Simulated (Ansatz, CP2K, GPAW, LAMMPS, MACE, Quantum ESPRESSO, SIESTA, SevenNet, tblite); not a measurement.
# Amorphous Ge (61 atoms) in GPAW, part 2 of 2

Aim: run amorphous Ge (61 atoms) in GPAW and see how near its forces come to a plane-wave reference, and at what cost.

Program: GPAW 26.7.0; the method stands at each step. Banners, paths, timers and routine set-up lines are dropped from the logs unmarked, and long logs keep their key lines alone; longer cuts are marked.

So far. Step 3 (PBE, LCAO dzp, h 0.2 Å, other mixer settings): Against the first run (21 %), the force difference from the reference is 21 %, at 1.3 times the CPU time: another solver or mixer reaches the same state. Step 4 (RPBE, LCAO dzp, h 0.2 Å): Against the first run (21 %), the force difference from the reference is 28 %, at 1.0 times the CPU time; the model has changed, so this is no error of the program alone.

## (5) PBE, LCAO sz(dzp), h 0.2 Å

Method: Kohn-Sham DFT, PBE, PAW, atomic orbitals (sz(dzp)).

run.py

```python
import numpy as np
from ase.io import read
from gpaw import GPAW, FermiDirac

atoms = read("structure.xyz")
atoms.calc = GPAW(
    mode="lcao",
    basis="sz(dzp)",
    h=0.2,
    xc="PBE",
    kpts={"size": (1, 1, 1), "gamma": True},
    occupations=FermiDirac(0.05),
    maxiter=200,
    symmetry={"point_group": False},
    txt="gpaw.txt",
)
energy = atoms.get_potential_energy(force_consistent=True)
forces = atoms.get_forces()
print(f"energy {energy:.6f} eV")
print("forces (eV/A)")
for i, (a, f) in enumerate(zip(atoms, forces)):
    print(f"{i:4d} {a.symbol:2s} {f[0]:10.5f} {f[1]:10.5f} {f[2]:10.5f}")
print(f"Fermi level {atoms.calc.get_fermi_level():.4f} eV")
for k in range(len(atoms.calc.get_ibz_k_points())):
    for s in range(atoms.calc.get_number_of_spins()):
        e = atoms.calc.get_eigenvalues(kpt=k, spin=s)
        n = np.searchsorted(e, atoms.calc.get_fermi_level())
        print(f"k {k} spin {s} levels about the Fermi level:", np.round(e[max(n - 6, 0):n], 4).tolist(), "|", np.round(e[n:n + 6], 4).tolist())
```

structure.xyz

```xyz
61
Lattice="11.09880 0.00000 0.00000 0.00000 11.09880 0.00000 0.00000 0.00000 11.09880" Properties=species:S:1:pos:R:3 pbc="T T T"
[... 61 atom lines left out: the same atoms as in the first run ...]
```

Started as:

```sh
$ OMP_NUM_THREADS=1 python run.py > output.txt
```

What it wrote:

```text
energy -233.780540 eV
forces (eV/A)
   0 Ge    0.34829    0.46026   -0.02416
   1 Ge    0.14331   -0.64493    0.51321
   2 Ge   -0.37294   -0.29369   -0.82467
   3 Ge    0.70184    0.34644   -0.39864
   4 Ge   -0.01093   -0.74115   -0.00748
   5 Ge    0.39753   -0.06148   -0.31333
   6 Ge    0.51325    0.04167    0.03265
   7 Ge   -0.25602   -0.07177   -0.56569
   8 Ge    0.15364    0.12695    0.01940
   9 Ge   -0.17356   -0.05806    0.29772
  10 Ge   -0.20943    0.64991    0.08751
  11 Ge    0.33084   -0.15917    0.00005
  12 Ge    0.14262   -0.29967   -0.07144
  13 Ge    0.03195   -0.36428    0.28709
  14 Ge    0.88450   -0.09025    0.14058
  15 Ge   -0.13175   -0.17508    0.37221
  16 Ge    0.17532    0.48439    0.36965
  17 Ge   -0.34123    0.74218    0.37813
  18 Ge   -0.23533    0.53202   -0.03039
  19 Ge    0.44689    0.07856    0.05716
  20 Ge    0.47098   -0.26589    0.18157
  21 Ge   -0.38108   -0.14519    0.56281
  22 Ge   -0.42602   -0.19675   -0.05991
  23 Ge    0.17553    0.71971    0.18164
[...]
53 Ge    0.05415    0.53886   -0.12467
  54 Ge   -0.28089    0.26604    0.22362
  55 Ge   -0.26428   -0.12257   -0.27090
  56 Ge   -0.50661    0.12905   -0.08164
  57 Ge   -0.34393   -0.02514   -0.26150
  58 Ge   -0.23352   -0.12538   -0.20948
  59 Ge   -0.26950    0.31829    0.03495
  60 Ge    0.14556   -0.00255    0.22233
Fermi level 5.7026 eV
k 0 spin 0 levels about the Fermi level: [5.1409, 5.195, 5.2529, 5.4556, 5.6171, 5.6658] | [5.7095, 5.9006, 6.1239, 6.1737, 6.3266, 6.5222]
```

gpaw.txt:

```text
Input parameters:
  mode=LCAO(),
  basis={'default': 'sz(dzp)'},
  h=0.2,
  kpts=MonkhorstPack(size=(1, 1, 1), gamma=True),
  maxiter=200,
  occupations=Occupations(name='fermi-dirac', width=0.05, fixmagmom=False),
  symmetry=Symmetry(point_group=False),
  xc=XC(name='PBE')
Unit cell  # Å
| periodic |         x |         y |         z |   lengths |    angles |
[... lines left out ...]
  Fermi-Dirac:
[... lines left out ...]
convergence criteria:
- Maximum [total energy] change in last 3 cyles: 0.0005 eV / valence electron
[... lines left out ...]
Converged in 14 steps
[... lines left out ...]
  Free energy:    -233.780540
  Extrapolated:   -233.686105
dipole moment: (7.343382, 98.723384, 129.043241)  # |e|*Ang
Fermi level: 5.703
Eigenvalues  # (at kpt = [0.000, 0.000, 0.000])
| band index |      eig [eV] | occ [0-2] |
|------------|---------------|-----------|
|          0 |        -7.177 |     2.000 |
|        ... |               |           |
|        114 |         4.879 |     2.000 |
|        115 |         4.912 |     2.000 |
[...]
|        129 |         6.878 |     0.000 |
|        ... |               |           |
|        150 |         8.888 |     0.000 |
Gap: 0.044 eV
Transition (v -> c):
  (s=0, k=0, n=121, [0.00, 0.00, 0.00]) -> (s=0, k=0, n=122, [0.00, 0.00, 0.00])
No difference between direct/indirect transitions
Force computation time: 4.043  # s
timing:  # [seconds]
  Total:  46.744  # ━━━━━━━━━━━━━━━━━━━━━━━━━━━━━━━━━━━━━━━━━━━━━━━━━━━━━━━━━
  Init:    5.507  # ━━━━━━╸
  SCF:    37.173  # ━━━━━━━━━━━━━━━━━━━━━━━━━━━━━━━━━━━━━━━━━━━━━╸
  Forces:  4.043  # ━━━━━
```

It took 48 s on 1 thread of Arm Neoverse V2, shared host; peak memory 1 GiB.

Numbers from this run, and their distance from the reference:

```yaml
r_m_s_force_component: 0.3414 eV/Å
r_m_s_difference_of_force_components: 157.2 meV/Å
longest_difference_of_force_vectors: 508.5 meV/Å
force_difference_over_r_m_s_force: 69.82 %
slope_of_forces_against_the_reference_s: 1.406
correlation_of_force_components: 0.9272
```

This is a coarse setting, run to see what it loses.

Against the first run (21 %), the force difference from the reference is 70 %, at 0.30 times the CPU time, with 244 basis functions against 793: the smaller basis costs accuracy.

## (6) The ladder

Differences are against the plane-wave reference, forces as r.m.s. over components; share is that over the reference's r.m.s. force, slope the least-squares factor from reference forces to these. Total energies of different programs have different zeros and aren't compared.

```csv
run,"Δ force, r.m.s. (meV/Å)",share (%),slope,cores,CPU time,memory (GiB)
reference,-,-,-,4,92 s,2.0
"GPAW PBE, LCAO dzp, h 0.2 Å",46.9,20.8,1.119,1,2.6 min,1.4
"GPAW PBE, LCAO dzp, h 0.2 Å, other mixer settings",47.2,21.0,1.119,1,3.4 min,1.3
"GPAW RPBE, LCAO dzp, h 0.2 Å",62.1,27.6,1.155,1,2.6 min,1.4
"GPAW PBE, LCAO sz(dzp), h 0.2 Å (coarse)",157,69.8,1.406,1,48 s,1.0
```

Rows marked coarse were listed beforehand as settings not expected to be converged; some can still land near the reference.

CPU time is summed over cores on a shared host, where runs went side by side, so it is rough. Symmetry, cutoffs, thresholds, outputs and thread counts weren't matched or tuned between programs; memory under MPI is the largest rank's times the ranks.

Within one program, basis, potentials and functional, energies share a zero. Each run against its twin at the usual cutoff or grid and solver:

```csv
run,twin,Δ energy (meV/atom),"Δ force, r.m.s. (meV/Å)",CPU time over the twin's
"GPAW PBE, LCAO dzp, h 0.2 Å, other mixer settings","LCAO dzp, h 0.2 Å",0,1.78,1.3
```

## (7) Outcome

| Property | Result |
| --- | --- |
| nearest in forces | a tie at 21 % of 2 runs: GPAW PBE, LCAO dzp, h 0.2 Å; GPAW PBE, LCAO dzp, h 0.2 Å, other mixer settings |

In words: The PBE runs in local orbitals, coarse settings apart, differ by 21 % in each run; basis, grid and potentials can all enter. Rows with another functional or a dispersion term differ by 28 % (GPAW RPBE, LCAO dzp, h 0.2 Å), which mixes the change of model with differences of basis and potentials. Runs with settings chosen to be coarse differ by 70 % (GPAW PBE, LCAO sz(dzp), h 0.2 Å), their programs' other errors included. None of the electronic-structure runs in the table takes under half the reference's CPU time of 92 s; they take 0.52 to 2.2 times as much. GPAW PBE, LCAO dzp, h 0.2 Å stiffens the forces by a factor of 1.12 while following their directions (correlation 0.988); the slopes of the 4 GPAW runs lie between 1.12 and 1.41. The potentials hold different valence shells: 854 electrons in the reference, 244 in GPAW; this bears on time and differences. GPAW's setups keep the filled d shell of Ge in the core. The quench rate of 5 K/ps is many orders above laboratory rates, so the cell is likely richer in defects and strain than a real sample. The network of bonds at the start is that of the classical potential that made the cell, and needn't be the one that DFT or experiment would give. The reference's pressure of 5.5 GPa belongs to a cell and atoms that aren't relaxed at this level. The electronic-structure runs sample only Γ, in a cell whose shortest periodic width is 11 Å, which is coarse for a cell with partly filled levels.

[Also dropped from logs without a mark: logging warnings of Python, and SIESTA's first energy breakdown and zero terms.]

[Logs are printed without paths, hosts, clocks, repeated set-up lines and the standing remarks that a program may print on its own settings, such as how far it seeks lower states.]

[Hosts, paths, dates, database ids (printed as entryN), source tags and the programs' standing remarks are cut or masked in the printed files.]
